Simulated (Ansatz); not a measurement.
# Quasi-harmonic thermodynamics of GaAs (F-43m)

How much does GaAs expand with temperature?

Measurements to reproduce:
- volume expansion coefficient 16.2 1e-6/K, heat capacity C_P per formula unit 46.8 J/mol/K and bulk modulus 74.8 GPa near room temperature (given in “High-Throughput Prediction of Finite-Temperature Properties using the Quasi-Harmonic Approximation”, 2016, arXiv:1603.06924)

Main program and level: Ansatz 0.2.0; DFT PBE, scalar-relativistic, plane waves, PAW, in the first sound run; inputs show where later runs differ.

Most raw output is cut from this account.

## 1. Starting point

The structure is cubic, space group F-43m (No. 216). Conventional cell: a = 5.654 Å, b = 5.654 Å, c = 5.654 Å, α = 90.00°, β = 90.00°, γ = 90.00°. Nearest to Ga lie 4 As at 2.45 Å. Nearest to As lie 4 Ga at 2.45 Å. Farther neighbours are not listed.

## 2. Probe on a coarse mesh

Before spending time, one coarse run tells the gap and the pressure of the starting cell.

Input file input.yaml:

```yaml
crystal:
  lattice:
    - [0.0, 2.82685, 2.82685]
    - [2.82685, 0.0, 2.82685]
    - [2.82685, 2.82685, 0.0]
  atoms:
    - { symbol: Ga, position: [0.0, 0.0, 0.0] }
    - { symbol: As, position: [0.25, 0.25, 0.25] }
kpoints:
  mp_grid: { grid: [6, 6, 6] }
hamiltonian:
  xc: pbe
scf:
  occupations: { method: gaussian, width: 0.1 }
output:
  forces: true
  stress: true
  eigenvalues: true
```

On the command line:

```console
$ ansatz run input.yaml --threads 4 --pin off --max-ram 8192MiB --backend cpu --events-out ev --progress --plain --runs-dir out
```

Elapsed: 0.52 s, on 4 threads of Arm Neoverse V1, shared host; peak memory 0.31 GiB.

This step gave:

```
pressure          : 3.261 GPa
volume per atom   : 22.59 Å³
gap on the k-mesh : 0.5135 eV
```

The start is under 3.3 GPa at this level and looks like an insulator or semiconductor on this mesh.

## 3. Finding the static equilibrium

Phonons are second derivatives about a minimum, so cell and atoms are relaxed first, inside the symmetry of the start.

input.yaml, the sections that differ from step 2:

```yaml
kpoints:
  mp_grid: { grid: [12, 12, 12] }
scf:
  occupations: { method: gaussian, width: 0.02 }
output:
  forces: true
  stress: true
  eigenvalues: true
  write_density: true
  write_potential: true
  elf: true
  volumetric_format: npy
relax:
  adjacent_minimum: "off"
  f_tol: 0.005
  max_steps: 80
  cell: { stress_tol: 0.05 }
# crystal, hamiltonian: as in step 2
```

Wall time 9.2 s (4 threads); peak memory 0.44 GiB; 34 s of CPU time.

The steps of the relaxation:

```csv
step,energy less that of the first step (eV),largest force component (eV/Å),pressure (GPa),volume (Å³)
1,0.0000,0.0000,3.29,45.18
2,-0.0207,0.0000,0.62,46.95
3,-0.0215,0.0000,0.05,47.37
4,-0.0215,0.0000,0.00,47.41
5*,-0.0219,0.0000,0.00,47.41
```

Relaxation steps marked * repeat the geometry before them on a plane-wave basis chosen anew for their cell, so energy and pressure can jump there.

The run keeps the 24 symmetry operations that it works with, so distortions that break them were not tested.

| conventional cell, symmetrised | before | after | change |
| --- | --- | --- | --- |
| a (Å) | 5.654 | 5.745 | +1.6 % |
| b (Å) | 5.654 | 5.745 | +1.6 % |
| c (Å) | 5.654 | 5.745 | +1.6 % |
| volume (Å³/atom) | 22.59 | 23.71 | +4.9 % |

Final coordinates:

```xyz
2
Lattice="0.0000 2.8727 2.8727 2.8727 0.0000 2.8727 2.8727 2.8727 0.0000" Properties=species:S:1:pos:R:3 pbc="T T T"
Ga    0.0000    0.0000    0.0000
As    1.4363    1.4363    1.4363
```

Numbers from this step:

- pressure: 0.002283 GPa
- gap on the k-mesh: 0.1607 eV
- volume per atom: 23.71 Å³

ELF in the ac plane of a cell with a along [110], b along [-110] and c along [001] of the cube at fractional y = 0.000, with atoms of Ga and As within 0.2 Å of it. It is the smooth field of the valence electrons, not physical close to the nuclei.

Ten even steps from '0' (0.01) to '9' (0.74), each cell a mean:
```
01378888631002588888520
23599889953224898889842
34898558984336996469963
35895225985347973237974
24786336874126874347862
02577667752014777677641
00367887630002578887510
00135775310000246764200
00012332000000012321000
00000000000000000000000
10000000000100000000000
22100000012221000000012
33210000123333200000233
33321001233333210001233
12332112332113332123331
11345555431102355555320
```
Columns run along a (8.1 Å), rows up along c (5.7 Å), edges of the conventional cell, whose origin can differ from the input's. Atoms in or near the plane, at fractional coordinates: Ga at (0.50, 0.00), Ga at (0.00, 0.00), As at (0.75, 0.75), As at (0.25, 0.75).

Electrostatic potential energy in the ac plane of a cell with a along [110], b along [-110] and c along [001] of the cube at fractional y = 0.000, with atoms of Ga and As within 0.2 Å of it. With pseudopotentials it is smooth inside the atoms' cores, unlike the true potential.

Values in eV, 9 rows by 16 columns, each cell a mean:
```
-15  -9   4   1   0   4  -3 -14 -15  -9   4   1   0   4  -3 -14
  1   4  -4   1   5  -6   4   2   1   4  -4   1   5  -6   4   2
 10   8  -5   5   9  -6   5  10  10   8  -5   5   9  -6   5  10
 11  10   5  -3  -4   2   9  11  11  10   5  -3  -4   2   9  11
 12  11  11  10  10  10  11  12  12  11  11  10  10  10  11  12
 11  11  11  11  11  11  11  11  11  11  11  11  11  11  11  11
  9  10  11  11  11  11  10   9   9  10  11  11  11  11  10   9
 -5   2   9  11  11  10   5  -3  -5   2   9  11  11  10   5  -3
-15 -11   6  10  10   8  -5 -15 -15 -11   6  10  10   8  -5 -15
```
Columns run along a (8.1 Å; values clipped at the 3rd and 97th percentile), rows up along c (5.7 Å), edges of the conventional cell, whose origin can differ from the input's. Atoms in or near the plane, at fractional coordinates: Ga at (0.50, 0.00), Ga at (0.00, 0.00), As at (0.75, 0.75), As at (0.25, 0.75).

Valence density in the ac plane of a cell with a along [110], b along [-110] and c along [001] of the cube at fractional y = 0.000, with atoms of Ga and As within 0.2 Å of it. It is the smooth field of the valence electrons, not physical close to the nuclei.

Ten steps, logarithmic in the rise over the least value, from '0' (0 e/Å³) to '9' (37 e/Å³), each cell a mean:
```
85211111125873111111137
42112222112432112221123
11124664211111125652111
00126885210001147973110
00125885200000137873100
00012442100000023532000
00001111000000011111000
00000000000000000000000
00000000000000000000000
00000000000000000000000
00000000000000000000000
00000000000000000000000
00000000000000000000000
21000000001221000000012
64100000014652100000125
96210000126984100000148
```
Columns run along a (8.1 Å), rows up along c (5.7 Å), edges of the conventional cell, whose origin can differ from the input's. Atoms in or near the plane, at fractional coordinates: Ga at (0.50, 0.00), Ga at (0.00, 0.00), As at (0.75, 0.75), As at (0.25, 0.75).

The relaxation ends with a pressure of 0.00 GPa.

## 4. Relaxing to small residual forces and stress

The relaxation is repeated with tighter thresholds on force and stress, since phonons are sensitive to what is left; a change of mesh or smearing in the input moves the cell too.

input.yaml, the sections that differ from step 3:

```yaml
crystal:
  lattice:
    - [0.0, 2.8726922801, 2.8726922801]
    - [2.8726922801, 0.0, 2.8726922801]
    - [2.8726922801, 2.8726922801, 0.0]
  atoms:
    - { symbol: Ga, position: [0.0, 0.0, 0.0] }
    - { symbol: As, position: [0.25, 0.25, 0.25] }
output:
  forces: true
  stress: true
  eigenvalues: true
relax:
  adjacent_minimum: "off"
  f_tol: 0.001
  max_steps: 60
  cell: { stress_tol: 0.01 }
# kpoints, hamiltonian, scf: as in step 3
```

It took 3.6 s on 4 threads; peak memory 0.42 GiB; 13 s of CPU time.

Little changed from the start: no atom moved by 0.005 Å and no cell edge by 0.1 %.

The residual pressure is 0.0023 GPa, small enough for phonons.

## 5. Relaxing at another setting

The functional, the potentials or the cutoff change, so the crystal is relaxed again at the new setting.

This step: DFT PBE+D3(BJ), scalar-relativistic, plane waves, PAW (Ansatz 0.2.0).

input.yaml: that of step 4 with these lines changed.

```diff
@@ -12,2 +12,3 @@
   xc: pbe
+  dispersion: d3bj
 scf:
```

It took 7.9 s on 4 threads; peak memory 0.43 GiB; 29 s of CPU time.

The steps of the relaxation:

```
step  energy less that of the first step (eV)  largest force component (eV/Å)  pressure (GPa)  volume (Å³)
   1                                   0.0000                          0.0000           -2.27        47.41
   2                                  -0.0125                          0.0000           -0.34        45.95
   3                                  -0.0128                          0.0000            0.02        45.70
   4                                  -0.0128                          0.0000            0.00        45.71
  5*                                  -0.0125                          0.0000            0.00        45.71
```

Relaxation steps marked * repeat the geometry before them on a plane-wave basis chosen anew for their cell, so energy and pressure can jump there.

Forces are held to the 24 operations that the run works with; a distortion that breaks them can't arise in this run.

| conventional cell, symmetrised | before | after | change |
| --- | --- | --- | --- |
| a (Å) | 5.745 | 5.676 | -1.2 % |
| b (Å) | 5.745 | 5.676 | -1.2 % |
| c (Å) | 5.745 | 5.676 | -1.2 % |
| volume (Å³/atom) | 23.71 | 22.86 | -3.6 % |

Final coordinates:

```xyz
2
Lattice="0.0000 2.8379 2.8379 2.8379 0.0000 2.8379 2.8379 2.8379 0.0000" Properties=species:S:1:pos:R:3 pbc="T T T"
Ga    0.0000    0.0000    0.0000
As    1.4190    1.4190    1.4190
```

Numbers from this step:

| Property | Result |
| --- | --- |
| pressure | -7.96e-4 GPa |
| gap on the k-mesh | 0.4285 eV |
| volume per atom | 22.86 Å³ |

The residual pressure is -8.0e-4 GPa, small enough for phonons.

## 6. The quasi-harmonic study

The study relaxes the crystal at several strains, solves the phonons on some of them and minimises the free energy at each temperature (static energy, vibrations, the electrons in a metal, and PV under a set pressure); the q-mesh sets how far the force constants reach.

Input file input.yaml:

```yaml
crystal:
  lattice:
    - [0.0, 2.8379382902, 2.8379382902]
    - [2.8379382902, 0.0, 2.8379382902]
    - [2.8379382902, 2.8379382902, 0.0]
  atoms:
    - { symbol: Ga, position: [0.0, 0.0, 0.0] }
    - { symbol: As, position: [0.25, 0.25, 0.25] }
kpoints:
  mp_grid: { grid: [12, 12, 12] }
hamiltonian:
  xc: pbe
  dispersion: d3bj
scf:
  occupations: { method: fixed }
output:
  eigenvalues: true
phonons:
  method: dfpt
  qmesh: [4, 4, 4]
  temperatures: { t_max: 800.0, t_step: 50 }
  thermal_expansion: {}
```

Elapsed: 37 min, on 4 threads; peak memory 3.9 GiB.

This step gave:

* pressure: 7.77e-4 GPa
* gap on the k-mesh: 0.4290 eV
* volume expansion coefficient at 298 K: 19.61 1e-6/K
* C_P at 298 K: 23.35 J/mol-atom/K
* entropy at 298 K: 33.26 J/mol-atom/K
* isothermal bulk modulus at 298 K: 64.71 GPa
* Grüneisen parameter at 298 K: 0.7565
* volume at 298 K: 23.02 Å³/atom
* principal linear expansion coefficients at 298 K: 6.535, 6.535, 6.535 1e-6/K

Strained cells of the study; zero-point energy where phonons were solved; the pressures are stresses at a fixed cutoff and can carry an offset from the finite basis. Expansion cells, by row:

```csv
cell,|a| (Å),|b| (Å),|c| (Å),V (Å³/atom),E - E_lowest (meV/atom),"pressure, compression positive (GPa)",gap (eV),zero-point energy (meV/atom)
1,4.013,4.013,4.013,22.86,0,-0.017,0.429,-
2,4.046,4.046,4.046,23.41,2.697,-1.546,0.2528,-
3,3.982,3.982,3.982,22.32,2.821,1.693,0.6083,-
4,4.014,4.014,4.014,22.86,0,-0.035,0.427,33.02
5,4.034,4.034,4.034,23.21,1.102,-1.011,0.3164,32.47
6,4.025,4.025,4.025,23.05,0.338,-0.575,0.3667,32.72
7,4.047,4.047,4.047,23.43,2.874,-1.593,0.2471,32.12
8,3.974,3.974,3.974,22.19,4.361,2.133,0.6519,-
9,3.994,3.994,3.994,22.52,1.058,1.012,0.5389,-
10,4.063,4.063,4.063,23.72,6.352,-2.306,0.1584,-
```

Quasi-harmonic; a, b, c are the run's own cell vectors. Expansion, by row:

```csv
T (K),a (Å),b (Å),c (Å),alpha (deg),beta (deg),gamma (deg),cell volume (Å³/cell),alpha_a (1e-6/K),alpha_b (1e-6/K),alpha_c (1e-6/K),alpha_V (1e-6/K),C_P (J/mol-atom/K),C_V (J/mol-atom/K),S (J/mol-atom/K),B_T (GPa),B_S (GPa),Grueneisen,extrapolation,fit error (1e-6/K)
0,4.019,4.019,4.019,60,60,60,45.89,0,0,0,0,0,0,0,66.75,66.75,-,0,0
50,4.019,4.019,4.019,60,60,60,45.89,-0.04,-0.04,-0.04,-0.11,7.097,7.097,3.922,66.7,66.7,-0.014,0,0
100,4.019,4.019,4.019,60,60,60,45.9,2.63,2.63,2.63,7.88,14.92,14.92,11.41,66.43,66.46,0.485,0,0
150,4.02,4.02,4.02,60,60,60,45.92,4.54,4.54,4.54,13.63,19.29,19.27,18.39,66.04,66.13,0.646,0,0.01
200,4.021,4.021,4.021,60,60,60,45.96,5.57,5.57,5.57,16.72,21.48,21.43,24.27,65.61,65.76,0.708,0,0.01
250,4.022,4.022,4.022,60,60,60,46,6.17,6.17,6.17,18.5,22.66,22.59,29.21,65.15,65.37,0.739,0,0.01
298.1,4.023,4.023,4.023,60,60,60,46.04,6.54,6.54,6.54,19.61,23.35,23.25,33.26,64.71,64.99,0.757,0,0.02
300,4.023,4.023,4.023,60,60,60,46.04,6.55,6.55,6.55,19.64,23.37,23.27,33.41,64.69,64.98,0.757,0,0.02
350,4.024,4.024,4.024,60,60,60,46.09,6.81,6.81,6.81,20.44,23.82,23.7,37.05,64.22,64.57,0.769,0,0.02
400,4.026,4.026,4.026,60,60,60,46.14,7.02,7.02,7.02,21.05,24.14,23.98,40.25,63.75,64.17,0.778,0,0.02
450,4.027,4.027,4.027,60,60,60,46.19,7.18,7.18,7.18,21.55,24.36,24.18,43.11,63.28,63.76,0.784,0,0.02
500,4.029,4.029,4.029,60,60,60,46.24,7.33,7.33,7.33,21.98,24.53,24.32,45.68,62.8,63.35,0.79,0,0.02
550,4.03,4.03,4.03,60,60,60,46.29,7.45,7.45,7.45,22.36,24.67,24.43,48.03,62.33,62.94,0.795,0,0.01
600,4.032,4.032,4.032,60,60,60,46.34,7.57,7.57,7.57,22.71,24.78,24.51,50.18,61.85,62.53,0.8,0,0.01
650,4.033,4.033,4.033,60,60,60,46.39,7.68,7.68,7.68,23.04,24.87,24.58,52.17,61.38,62.12,0.804,0,0.01
700,4.035,4.035,4.035,60,60,60,46.45,7.79,7.79,7.79,23.36,24.95,24.63,54.01,60.9,61.7,0.808,0,0.02
750,4.036,4.036,4.036,60,60,60,46.5,7.89,7.89,7.89,23.67,25.03,24.67,55.74,60.42,61.29,0.812,0,0.03
800,4.038,4.038,4.038,60,60,60,46.56,7.99,7.99,7.99,23.97,25.09,24.71,57.35,59.95,60.88,0.815,0,0.05
```

The expansion coefficient by temperature; values in 1e-6/K:

```csv
temperature (K),volume,principal 1
0,0,0
50,-0.11,-0.04
100,7.88,2.63
150,13.6,4.54
200,16.7,5.57
250,18.5,6.17
298,19.6,6.54
300,19.6,6.55
350,20.4,6.81
400,21.1,7.02
450,21.6,7.18
500,22.0,7.33
550,22.4,7.45
600,22.7,7.57
650,23.0,7.68
700,23.4,7.79
750,23.7,7.89
800,24.0,7.99
```

At 298 K the volume expansion is 19.6 × 10⁻⁶/K and B_T is 64.7 GPa. The program raised the cutoff to 487.2 eV by itself: with no cutoff typed, the study takes about 1.16 times the default for its relaxations and scales it with the volume for the phonons.

## 7. What came out

| Item | Value |
| --- | --- |
| settings of these figures | PBE+D3(BJ), 487.2 eV, k 12×12×12, q 4×4×4 |
| volume expansion coefficient at 298 K | 19.61 1e-6/K |
| C_P at 298 K | 23.35 J/mol-atom/K |
| entropy at 298 K | 33.26 J/mol-atom/K |
| isothermal bulk modulus at 298 K | 64.71 GPa |
| Grüneisen parameter at 298 K | 0.7565 |
| volume at 298 K | 23.02 Å³/atom |
| principal linear expansion coefficients at 298 K | 6.535, 6.535, 6.535 1e-6/K |

In words: Near room temperature GaAs expands by 19.6 × 10⁻⁶/K in volume by PBE+D3(BJ), with C_P = 23.4 J/(mol K) per mole of atoms and B_T = 64.7 GPa. C_P at room temperature is 94 % of the classical 3R an atom. A measured volume expansion coefficient near room temperature is 16.2 1e-6/K (arXiv:1603.06924); the calculated 19.6 1e-6/K differs by +21 %. A measured bulk modulus near room temperature is 74.8 GPa (arXiv:1603.06924); the calculated 64.7 GPa differs by -13 %. The table does not say whether its value is isothermal or adiabatic. A measured heat capacity per formula unit near room temperature is 46.8 J/mol/K (arXiv:1603.06924); the calculated 46.7 J/mol/K agrees within half a per cent. The interpolation has no quadrupole term, so branches near the zone centre are less sure, since this crystal has sites that are not centres of inversion. The dispersion term is taken with its C6 weights frozen at the crystal at rest, in the force constants and, in the expansion study, in the energies too.

[Logs are printed without paths, hosts, clocks, repeated set-up lines and the standing remarks that a program may print on its own settings, such as how far it seeks lower states.]

[Hosts, paths, dates, database ids (printed as entryN), source tags and the programs' standing remarks are cut or masked in the printed files.]

[A step with changed settings may run another functional than the one named; its input shows which.]
